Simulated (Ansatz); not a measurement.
**H2Pb (model cell, started as rutile): relaxing the cell for a phonon run**

Wanted: the relaxed cell of H2Pb (model cell, started as rutile).

Calculated with Ansatz 0.2.0; DFT PBEsol, scalar-relativistic, plane waves, PAW.

The structure was built from a prototype and need not be the compound's stable phase.

## Step 1: The starting structure

It takes space group P4_2/mnm (No. 136, tetragonal). The conventional cell has a = 6.035 Å, b = 6.035 Å, c = 3.892 Å, α = 90.00°, β = 90.00°, γ = 90.00°. Nearest to Pb lie 6 H at 2.56 to 2.60 Å. Nearest to H lie 3 Pb at 2.56 to 2.60 Å. Farther neighbours are not listed.

## Step 2: A coarse first look

A quick single point on a coarse mesh tells whether the cell has a gap and how far it is from rest, which sets the k mesh and smearing that follow.

Contents of input.yaml:

```yaml
crystal:
  lattice:
    - [6.0347, 0.0, 0.0]
    - [0.0, 6.0347, 0.0]
    - [0.0, 0.0, 3.89238]
  atoms:
    - { symbol: Pb, position: [0.0, 0.0, 0.0] }
    - { symbol: Pb, position: [0.5, 0.5, 0.5] }
    - { symbol: H, position: [0.305, 0.305, 0.0] }
    - { symbol: H, position: [0.695, 0.695, 0.0] }
    - { symbol: H, position: [0.805, 0.195, 0.5] }
    - { symbol: H, position: [0.195, 0.805, 0.5] }
kpoints:
  mp_grid: { grid: [4, 4, 6] }
hamiltonian:
  xc: pbesol
scf:
  occupations: { method: gaussian, width: 0.1 }
output:
  forces: true
  stress: true
  eigenvalues: true
```

The run is started by

```console
$ ansatz run input.yaml --threads 8 --pin off --max-ram 14336MiB --backend cpu --events-out ev --progress --plain --runs-dir out
```

Numbers of over 12 decimals in the logs are rounded to 6 here.

The program printed:

```text
Engine: ansatz 0.2.0, aarch64-unknown-linux-gnu
Pseudopotentials: kind: paw
Pseudopotential: Pb, paw, valence charge 14, recommended cutoff 420 eV (normal), Pb.paw.azcp
Pseudopotential: H, paw, valence charge 1, recommended cutoff 420 eV (normal), H.paw.azcp
Functional definition: PBEsol
  exchange = pbesol_x
  correlation = pbesol_c
Crystal: 6 atoms, lattice volume = 141.751 Å³
[...]
k-point 0: bands = [... 12 lower, -0.7569, -0.7569, 1.8402, 3.3004, 4.0961, 4.0961, 5.4637, 5.8917, ... 2 higher]
  k-point 1: bands = [... 12 lower, -0.5147, -0.5147, 1.0403, 2.3949, 4.2856, 4.2856, 5.1291, 6.1518, ... 2 higher]
  k-point 2: bands = [... 12 lower, -0.3765, 0.1052, 0.1052, 0.5806, 4.3010, 4.3010, 5.3048, 5.7769, ... 2 higher]
  k-point 23: bands = [... 12 lower, -0.7644, -0.7644, 0.2804, 0.2804, 3.1962, 3.1962, 6.1259, 6.1259, ... 2 higher]
[key lines of the parts left out:]
SCF converged after 6 iterations
Free energy (F): -23568.491478 eV
Fermi energy:    3.175892 eV
P = ⅓ Tr σ = -6.4644 GPa (-64.644 kbar)
```

Elapsed: 1.7 s, on 8 threads of Arm Neoverse V1, shared host; peak memory 0.5 GiB; 5.6 s of CPU time.

This step gave:

* pressure: -6.464 GPa
* volume per atom: 23.63 Å³
* gap on the k-mesh: 0 eV

The coarse mesh shows no gap and a pressure of -6.5 GPa.

## Step 3: Bringing the structure to rest

Harmonic phonons are second derivatives at a point where the forces vanish, and they are wanted at zero stress, so atoms and cell are relaxed first.

input.yaml, as its differences from that of step 2:

```diff
@@ -13,3 +13,3 @@
 kpoints:
-  mp_grid: { grid: [4, 4, 6] }
+  mp_grid: { grid: [6, 6, 8] }
 hamiltonian:
@@ -22 +22,6 @@
   eigenvalues: true
+relax:
+  adjacent_minimum: "off"
+  f_tol: 0.005
+  max_steps: 80
+  cell: { stress_tol: 0.05 }
```

The program printed:

```text
[...]
Crystal: 6 atoms, lattice volume = 141.751 Å³
Basis set: ecut = 420 eV, 2769 PW (Γ), exchange–correlation on 90×90×54 points (8 copies of the dense FFT grid, shifted against one another)
Bands: 22, of which v1, the nominal top of the filled ones, is band 16 counted from 1 (15 counted from 0)
Symmetry: 16 space group operations
[...]
k-points: 50 of 288
[...]
SCF iter   1: F=—  HF=-23568.499082 eV  |F-HF|=—  |Δ(HF+E_count)|=         —  Δρ=2.98e-3  dr2=1.04e-2  ethr=1.77e-3  ⟨swp⟩=6.3  Hψ=5535  notcnv=0
[...]
SCF iter   6: F=-23568.496425 eV  HF=-23568.496425 eV  |F-HF|=7.02e-9  |Δ(HF+E_count)|=   1.07e-6  Δρ=4.19e-6  dr2=3.22e-8  ethr=3.13e-10  ⟨swp⟩=8.7  Hψ=5616  notcnv=0
SCF 1 converged in 6 iterations: F = -23568.496425 eV  dr2 = 3.22e-8
[...]
relax step   1: F+E_penalty+E_count = -23568.49642467 eV  Δ(F+E_penalty+E_count) = +0.000e0 eV  max|allowed force component| = 4.433e-2 eV/Å  Δτ_max = 0.0000 Å  P = -6.430 GPa  Ω = 141.751 Å³  (6 SCF iters, dr2 threshold 1.00e-7 eV, accepted)
Crystal: 6 atoms, lattice volume = 122.122 Å³
Basis set: ecut = 420 eV, 2425 PW (Γ), exchange–correlation on 90×90×54 points (8 copies of the dense FFT grid, shifted against one another)
[...]
iter 1 solved again at ethr=9.41e-5 eV; its pass at ethr=3.10e-3 eV (dr2=3.01e-2 eV) is discarded
[...]
SCF iter   7: F=-23569.208110 eV  HF=-23569.208110 eV  |F-HF|=9.39e-8  |Δ(HF+E_count)|=   2.76e-6  Δρ=5.98e-6  dr2=6.02e-8  ethr=1.87e-9  ⟨swp⟩=6.7  Hψ=4709  notcnv=0
SCF 2 converged in 7 iterations: F = -23569.208110 eV  dr2 = 6.02e-8
relax step   2: F+E_penalty+E_count = -23569.20810986 eV  Δ(F+E_penalty+E_count) = -7.117e-1 eV  max|allowed force component| = 2.418e-2 eV/Å  Δτ_max = 0.0062 Å  P = -4.881 GPa  Ω = 122.122 Å³  energy of the carried Pulay correction = +6.314e-3 eV  (7 SCF iters, dr2 threshold 6.00e-7 eV, accepted)
Crystal: 6 atoms, lattice volume = 106.306 Å³
Basis set: ecut = 420 eV, 2063 PW (Γ), exchange–correlation on 90×90×54 points (8 copies of the dense FFT grid, shifted against one another)
[...]
SCF iter   7: F=-23569.612589 eV  HF=-23569.612589 eV  |F-HF|=2.86e-8  |Δ(HF+E_count)|=   7.92e-7  Δρ=5.84e-6  dr2=3.46e-8  ethr=1.87e-9  ⟨swp⟩=6.6  Hψ=4912  notcnv=0
SCF 3 converged in 7 iterations: F = -23569.612589 eV  dr2 = 3.46e-8
[...]
relax step   3: F+E_penalty+E_count = -23569.61258885 eV  Δ(F+E_penalty+E_count) = -4.045e-1 eV  max|allowed force component| = 2.942e-3 eV/Å  Δτ_max = 0.0307 Å  P = -2.507 GPa  Ω = 106.306 Å³  energy of the carried Pulay correction = +1.213e-2 eV  (7 SCF iters, dr2 threshold 6.00e-7 eV, accepted)
[...]
relax step   4: F+E_penalty+E_count = -23569.75393628 eV  Δ(F+E_penalty+E_count) = -1.413e-1 eV  max|allowed force component| = 4.380e-2 eV/Å  Δτ_max = 0.0131 Å  P = +0.187 GPa  Ω = 95.239 Å³  energy of the carried Pulay correction = +1.667e-2 eV  (6 SCF iters, dr2 threshold 6.00e-7 eV, accepted)
[...]
relax step   5: F+E_penalty+E_count = -23569.79949591 eV  Δ(F+E_penalty+E_count) = -4.556e-2 eV  max|allowed force component| = 2.538e-2 eV/Å  Δτ_max = 0.0994 Å  P = +0.434 GPa  Ω = 91.821 Å³  energy of the carried Pulay correction = +1.815e-2 eV  (6 SCF iters, dr2 threshold 6.00e-7 eV, accepted)
[...]
relax step   6: F+E_penalty+E_count = -23569.80092921 eV  Δ(F+E_penalty+E_count) = -1.433e-3 eV  max|allowed force component| = 2.916e-2 eV/Å  Δτ_max = 0.0075 Å  P = +0.030 GPa  Ω = 92.187 Å³  energy of the carried Pulay correction = +1.799e-2 eV  (4 SCF iters, dr2 threshold 6.00e-7 eV, accepted)
[...]
relax step   7: F+E_penalty+E_count = -23569.80191244 eV  Δ(F+E_penalty+E_count) = -9.832e-4 eV  max|allowed force component| = 4.618e-4 eV/Å  Δτ_max = 0.0065 Å  P = +0.000 GPa  Ω = 92.486 Å³  energy of the carried Pulay correction = +1.786e-2 eV  (3 SCF iters, dr2 threshold 2.78e-7 eV, accepted)
[...]
relax step   8: F+E_penalty+E_count = -23569.79548383 eV  Δ(F+E_penalty+E_count) = +6.429e-3 eV  max|allowed force component| = 3.099e-4 eV/Å  Δτ_max = 0.0000 Å  P = -0.056 GPa  Ω = 92.486 Å³  stress off target by 5.94e-2 GPa  SCF on the basis re-selected at this cell (its energy is not comparable with the rows above)  (7 SCF iters)
[...]
relax step   9: F+E_penalty+E_count = -23569.79559209 eV  Δ(F+E_penalty+E_count) = -1.083e-4 eV  max|allowed force component| = 1.647e-4 eV/Å  Δτ_max = 0.0004 Å  P = -0.003 GPa  Ω = 92.326 Å³  energy of the carried Pulay correction = +7.894e-5 eV  (5 SCF iters, dr2 threshold 8.83e-9 eV, accepted)
[...]
SCF iter   1: F=—  HF=-23569.795491 eV  |F-HF|=—  |Δ(HF+E_count)|=         —  Δρ=4.61e-6  dr2=3.52e-9  ethr=4.38e-7  ⟨swp⟩=3.5  Hψ=8412  notcnv=0
eigensolver tolerance schedule: the retry pair's looser diagonalisation over-reported the residual by 39875.98 of it (diagonalisation noise at an unbounded share of the residual, at the tolerance the schedule requests for it); recorded, not acted on — ethr = c·dr2/N_el stays at c = 1.0e-1
[...]
SCF iter   2: F=—  HF=-23569.795497 eV  |F-HF|=—  |Δ(HF+E_count)|=   6.32e-6  Δρ=2.66e-6  dr2=1.55e-9  ethr=1.10e-11  ⟨swp⟩=3.4  Hψ=2549  notcnv=0
[...]
SCF iter   4: F=-23569.795497 eV  HF=-23569.795497 eV  |F-HF|=1.09e-11  |Δ(HF+E_count)|=  4.58e-10  Δρ=1.71e-7  dr2=3.13e-11  ethr=1.00e-12  ⟨swp⟩=6.4  Hψ=4666  notcnv=0
SCF 10 converged in 4 iterations: F = -23569.795497 eV  dr2 = 3.13e-11
relax step  10: F+E_penalty+E_count = -23569.79549693 eV  Δ(F+E_penalty+E_count) = +9.515e-5 eV  max|allowed force component| = 1.739e-4 eV/Å  Δτ_max = 0.0000 Å  P = -0.004 GPa  Ω = 92.326 Å³  stress off target by 4.33e-3 GPa  SCF on the basis re-selected at this cell (its energy is not comparable with the rows above)  (4 SCF iters)
[...]
SCF converged after 4 iterations
Free energy (F): -23569.795497 eV
[...]
Internal energy: -23569.788875 eV  (E = F + TS)
E sigma→0 (E₀):  -23569.792186 eV
Entropy (-TS):   -0.006622 eV (-1.104 meV/atom)
Fermi energy:    6.976182 eV
[...]
--- Forces (eV/Å), atoms counted from 1 ---
  atom   1  Pb     0.00000000     0.00000000     0.00000000
  atom   2  Pb     0.00000000     0.00000000     0.00000000
  atom   3  H      0.00017392     0.00017392     0.00000000
  atom   4  H     -0.00017392    -0.00017392     0.00000000
  atom   5  H      0.00017392    -0.00017392     0.00000000
  atom   6  H     -0.00017392     0.00017392     0.00000000
  max |Σ_I F_I| component: 0.00e0 eV/Å
--- Stress (GPa, compression-positive) ---
       -0.004325       0.000000       0.000000
        0.000000      -0.004325       0.000000
        0.000000       0.000000      -0.002283
  P = ⅓ Tr σ = -0.0036 GPa (-0.036 kbar)
--- Band table (eV; the first three rows and the last of 50) ---
  k-point 0: bands = [... 12 lower, 1.9709, 1.9709, 5.3917, 8.3532, 9.3032, 9.5145, 9.5145, 9.8577, ... 2 higher]
  k-point 1: bands = [... 12 lower, 2.1384, 2.1384, 4.3020, 8.3286, 9.1390, 9.4489, 9.6276, 9.6276, ... 2 higher]
  k-point 2: bands = [... 12 lower, 2.5996, 2.5996, 2.6750, 6.1355, 9.3356, 9.3356, 9.8878, 10.1150, ... 2 higher]
  k-point 49: bands = [... 12 lower, 1.8308, 1.8308, 2.7856, 2.7856, 6.1027, 6.1027, 12.3699, 12.3699, ... 2 higher]
--- Relaxed structure (8 steps of the walk, 8 accepted, 2 SCFs on fresh bases) ---
  F+E_penalty+E_count = -23569.79549693 eV   max|allowed force component| = 1.739e-4 eV/Å   (the final SCF, on the basis selected at the relaxed cell)
  cell:  # Å, volume = 92.3262 Å³
    - [4.955770, 0, 0.0]
    - [0, 4.955770, 0.0]
    - [0.0, 0.0, 3.759263]
  atoms:
    - { symbol: Pb, position: [-4.551420126319363e-19, 0, 0.0] }
    - { symbol: Pb, position: [0.5, 0.5, 0.500000] }
    - { symbol: H, position: [0.315244, 0.315244, 0.0] }
    - { symbol: H, position: [0.684756, 0.684756, 0.0] }
    - { symbol: H, position: [0.815244, 0.184756, 0.500000] }
    - { symbol: H, position: [0.184756, 0.815244, 0.500000] }
```

The job ended after 14 s (8 threads; peak memory 0.6 GiB; 100 s of CPU time).

The steps of the relaxation:

| step | energy less that of the first step (eV) | largest force component (eV/Å) | pressure (GPa) | volume (Å³) |
| --- | --- | --- | --- | --- |
| 1 | 0.0000 | 0.0443 | -6.43 | 141.75 |
| 2 | -0.7117 | 0.0242 | -4.88 | 122.12 |
| 3 | -1.1162 | 0.0029 | -2.51 | 106.31 |
| 4 | -1.2575 | 0.0438 | 0.19 | 95.24 |
| 5 | -1.3031 | 0.0254 | 0.43 | 91.82 |
| 6 | -1.3045 | 0.0292 | 0.03 | 92.19 |
| 7 | -1.3055 | 0.0005 | 0.00 | 92.49 |
| 8* | -1.2991 | 0.0003 | -0.06 | 92.49 |
| 9 | -1.2992 | 0.0002 | 0.00 | 92.33 |
| 10* | -1.2991 | 0.0002 | 0.00 | 92.33 |

Relaxation steps marked * repeat the geometry before them on a plane-wave basis chosen anew for their cell, so energy and pressure can jump there.

Forces are held to the 16 operations that the run works with; a distortion that breaks them can't arise in this run.

```csv
cell as run,before,after,change
a (Å),6.035,4.956,-17.9 %
b (Å),6.035,4.956,-17.9 %
c (Å),3.892,3.759,-3.4 %
volume (Å³/atom),23.63,15.39,-34.9 %
```

The atoms that moved most (Å, as changes of fractional coordinates times the final cell):

| atom | dx | dy | dz | length |
| --- | --- | --- | --- | --- |
| H6 | -0.051 | 0.051 | 0.000 | 0.072 |
| H5 | 0.051 | -0.051 | 0.000 | 0.072 |
| H4 | -0.051 | -0.051 | 0.000 | 0.072 |
| H3 | 0.051 | 0.051 | 0.000 | 0.072 |

Final coordinates:

```xyz
6
Lattice="4.9558 0.0000 0.0000 0.0000 4.9558 0.0000 0.0000 0.0000 3.7593" Properties=species:S:1:pos:R:3 pbc="T T T"
Pb    0.0000    0.0000    0.0000
Pb    2.4779    2.4779    1.8796
H     1.5623    1.5623    0.0000
H     3.3935    3.3935    0.0000
H     4.0402    0.9156    1.8796
H     0.9156    4.0402    1.8796
```

This step gave:

```yaml
pressure: -0.003645 GPa
volume_per_atom: 15.39 Å³
```

In this step the volume went from 23.63 to 15.39 Å³/atom.

## Step 4: Bringing the structure to rest

The relaxation is repeated from its end on the same settings, as a check that it has come to rest.

input.yaml, the sections that differ from step 3:

```yaml
crystal:
  lattice:
    - [4.9557703585, 0.0, 0.0]
    - [0.0, 4.9557703585, 0.0]
    - [0.0, 0.0, 3.7592625665]
  atoms:
    - { symbol: Pb, position: [0.0, 0.0, 0.0] }
    - { symbol: Pb, position: [0.5, 0.5, 0.5] }
    - { symbol: H, position: [0.3152444876, 0.3152444876, 0.0] }
    - { symbol: H, position: [0.6847555124, 0.6847555124, 0.0] }
    - { symbol: H, position: [0.8152444876, 0.1847555124, 0.5] }
    - { symbol: H, position: [0.1847555124, 0.8152444876, 0.5] }
# kpoints, hamiltonian, scf, output, relax: as in step 3
```

The program printed:

```text
[...]
Crystal: 6 atoms, lattice volume = 92.326 Å³
Basis set: ecut = 420 eV, 1833 PW (Γ), exchange–correlation on 72×72×54 points (8 copies of the dense FFT grid, shifted against one another)
Bands: 22, of which v1, the nominal top of the filled ones, is band 16 counted from 1 (15 counted from 0)
[... 1 set-up line as in the run before ...]
[...]
k-points: 50 of 288
[...]
cell:  # Å, volume = 92.3262 Å³
    - [4.9557703585, 0.0, 0.0]
    - [0.0, 4.9557703585, 0.0]
    - [0.0, 0.0, 3.7592625665]
  atoms:
    - { symbol: Pb, position: [0.0, 0.0, 0.0] }
    - { symbol: Pb, position: [0.5, 0.5, 0.500000] }
    - { symbol: H, position: [0.3152444876, 0.3152444876, 0.0] }
    - { symbol: H, position: [0.684756, 0.684756, 0.0] }
    - { symbol: H, position: [0.8152444876, 0.1847555124, 0.500000] }
    - { symbol: H, position: [0.1847555124, 0.8152444876, 0.500000] }
[key lines of the parts left out:]
SCF converged after 5 iterations
Free energy (F): -23569.795497 eV
Fermi energy:    6.976184 eV
P = ⅓ Tr σ = -0.0036 GPa (-0.036 kbar)
```

The job ended after 2.3 s (8 threads; peak memory 0.49 GiB; 15 s of CPU time).

Little changed from the start: no atom moved by 0.005 Å and no cell edge by 0.1 %.

Numbers from this step:

```
pressure : -0.003643 GPa
```

In this step the volume went from 15.39 to 15.39 Å³/atom.

## Step 5: Tight relaxation

Phonons need a cell at rest on their own settings, so the relaxation is repeated with tight tolerances on forces and stress on the k mesh and occupations of the first response run.

input.yaml, the sections that differ from step 4:

```yaml
scf:
  occupations: { method: methfessel_paxton, width: 0.15 }
output:
  forces: true
  stress: true
  eigenvalues: true
  write_density: true
  write_potential: true
  elf: true
  volumetric_format: npy
relax:
  adjacent_minimum: "off"
  f_tol: 0.001
  max_steps: 60
  cell: { stress_tol: 0.01 }
# crystal, kpoints, hamiltonian: as in step 4
```

The program printed:

```text
[...]
Crystal: 6 atoms, lattice volume = 92.326 Å³
Basis set: ecut = 420 eV, 1833 PW (Γ), exchange–correlation on 72×72×54 points (8 copies of the dense FFT grid, shifted against one another)
Bands: 22, of which v1, the nominal top of the filled ones, is band 16 counted from 1 (15 counted from 0)
[... 1 set-up line as in the run before ...]
[...]
k-points: 50 of 288
[...]
cell:  # Å, volume = 92.2762 Å³
    - [4.954349, 0.0, 0.0]
    - [0.0, 4.954349, 0.0]
    - [0.0, 0.0, 3.759384]
  atoms:
    - { symbol: Pb, position: [0, 0, 0.0] }
    - { symbol: Pb, position: [0.5, 0.5, 0.500000] }
    - { symbol: H, position: [0.315326, 0.315326, 0.0] }
    - { symbol: H, position: [0.684674, 0.684674, 0.0] }
    - { symbol: H, position: [0.815326, 0.184674, 0.500000] }
    - { symbol: H, position: [0.184674, 0.815326, 0.500000] }
[key lines of the parts left out:]
SCF converged after 7 iterations
Free energy (F): -23569.792653 eV
Fermi energy:    6.982508 eV
P = ⅓ Tr σ = -0.0012 GPa (-0.012 kbar)
```

It took 4.3 s on 8 threads; peak memory 0.51 GiB; 29 s of CPU time.

Little changed from the start: no atom moved by 0.005 Å and no cell edge by 0.1 %.

Numbers from this step:

* pressure: -0.001239 GPa
* volume per atom: 15.38 Å³

Valence density in the ab plane at fractional z = 0.000, with atoms of Pb and H within 0.2 Å of it. It is the smooth field of the valence electrons, not physical close to the nuclei.

Ten steps, logarithmic in the rise over the least value, from '_' (0.02 × 1e0 e/Å³) to '@' (9.11 × 1e0 e/Å³), each cell a mean:
```
@@%%**--..________..::==##@@
##**==::..______....::--++##
====::..______..::--------==
::....________..--++==--::::
______________::--++++--....
____________....::----::..__
________..........::....____
____..::::::::....__________
____..--====::..____________
....::==++==::..________....
--------==--::________..::--
**++==--::....______..::==**
%%##++--..__________..==**%%
@@%%**--..__________::==##@@
```
Columns run along a (5.0 Å), rows up along b (5.0 Å). Atoms in or near the plane, at fractional coordinates: Pb at (0.00, 0.00), H at (0.32, 0.32), H at (0.68, 0.68).

Electrostatic potential energy in the ab plane at fractional z = 0.000, with atoms of Pb and H within 0.2 Å of it. With pseudopotentials it is smooth inside the atoms' cores, unlike the true potential.

Values in eV, 14 rows by 14 columns, each cell a mean:
```
-23 -33 -26  -2   7   9  10  10  10   8   5 -11 -33 -28
-34 -30 -12   3   8   9  10  10  10   8   6  -2 -21 -33
-15  -7   2   6   9  10  10  10   8   4   4   4  -2 -11
  4   5   7   8   9  10  10   9   3 -22 -15   4   6   5
  8   8   9   9   9   9   9   8   1 -31 -22   4   8   8
 10  10  10  10   9   9   9   8   7   1   3   8  10  10
 10  10  10  10   9   9   9   9   8   8   9  10  10  10
 10  10  10   8   6   7   8   9   9   9  10  10  10  10
  9   9   8   2 -19  -7   7   9   9   9  10  10   9   9
  7   7   7  -5 -35 -19   6   9   9   9   9   9   8   7
 -3   1   4   3  -5   2   8  10  10   9   8   6   3  -2
-29 -21  -5   4   7   8  10  10  10   9   7   2 -12 -26
-30 -34 -21   1   7   9  10  10  10   8   5  -7 -30 -33
-17 -30 -29  -3   7   9  10  10  10   8   4 -15 -34 -23
```
Columns run along a (5.0 Å; values clipped at the 3rd and 97th percentile), rows up along b (5.0 Å). Atoms in or near the plane, at fractional coordinates: Pb at (0.00, 0.00), H at (0.32, 0.32), H at (0.68, 0.68).

ELF in the ab plane at fractional z = 0.000, with atoms of Pb and H within 0.2 Å of it. It is the smooth field of the valence electrons, not physical close to the nuclei.

Ten even steps from '_' (0.04 × 1e-1) to '@' (9.99 × 1e-1), each cell a mean:
```
__..----::______....::----__
::--==--..____::==++--------
==----::..__..++%%@@##==----
--::::..____..**@@@@@@##--::
....________..++@@@@@@@@++..
____________..--##@@@@%%==..
____..--==::....--++**++::__
__..++%%%%##--..........____
..::##@@@@@@##::____________
::::**@@@@@@%%==______....::
------##@@@@%%--____..::----
--------**##++..____::--==--
..::----::::..____..::----..
__..----::..______..--==::__
```
Columns run along a (5.0 Å), rows up along b (5.0 Å). Atoms in or near the plane, at fractional coordinates: Pb at (0.00, 0.00), H at (0.32, 0.32), H at (0.68, 0.68).

The largest force component left is 0.15 meV/Å and the pressure is -0.001 GPa, within the tolerances set. The cell now holds 15.38 Å³/atom.

## Step 6: What came out

```json
{
 "space group after relaxation (within 0.01 Å)": "P4_2/mnm",
 "lattice constant a": "4.954 Å",
 "lattice constant b": "4.954 Å",
 "lattice constant c": "3.759 Å",
 "volume per atom": "15.4 Å³"
}
```

What this shows: The largest force component left is 0.15 meV/Å and the pressure is -0.001 GPa, within the tolerances set. The cell now holds 15.38 Å³/atom. The relaxation keeps the symmetry of its start, so it says nothing on stability against lower symmetry. Spin-orbit coupling is left out, which can matter for the heavy elements here. The starting cell was built on a prototype and not taken from a measurement, so the phase need not exist.

[Logs are printed without paths, hosts, clocks, repeated set-up lines and the standing remarks that a program may print on its own settings, such as how far it seeks lower states.]

[Hosts, paths, dates, database ids (printed as entryN), source tags and the programs' standing remarks are cut or masked in the printed files.]
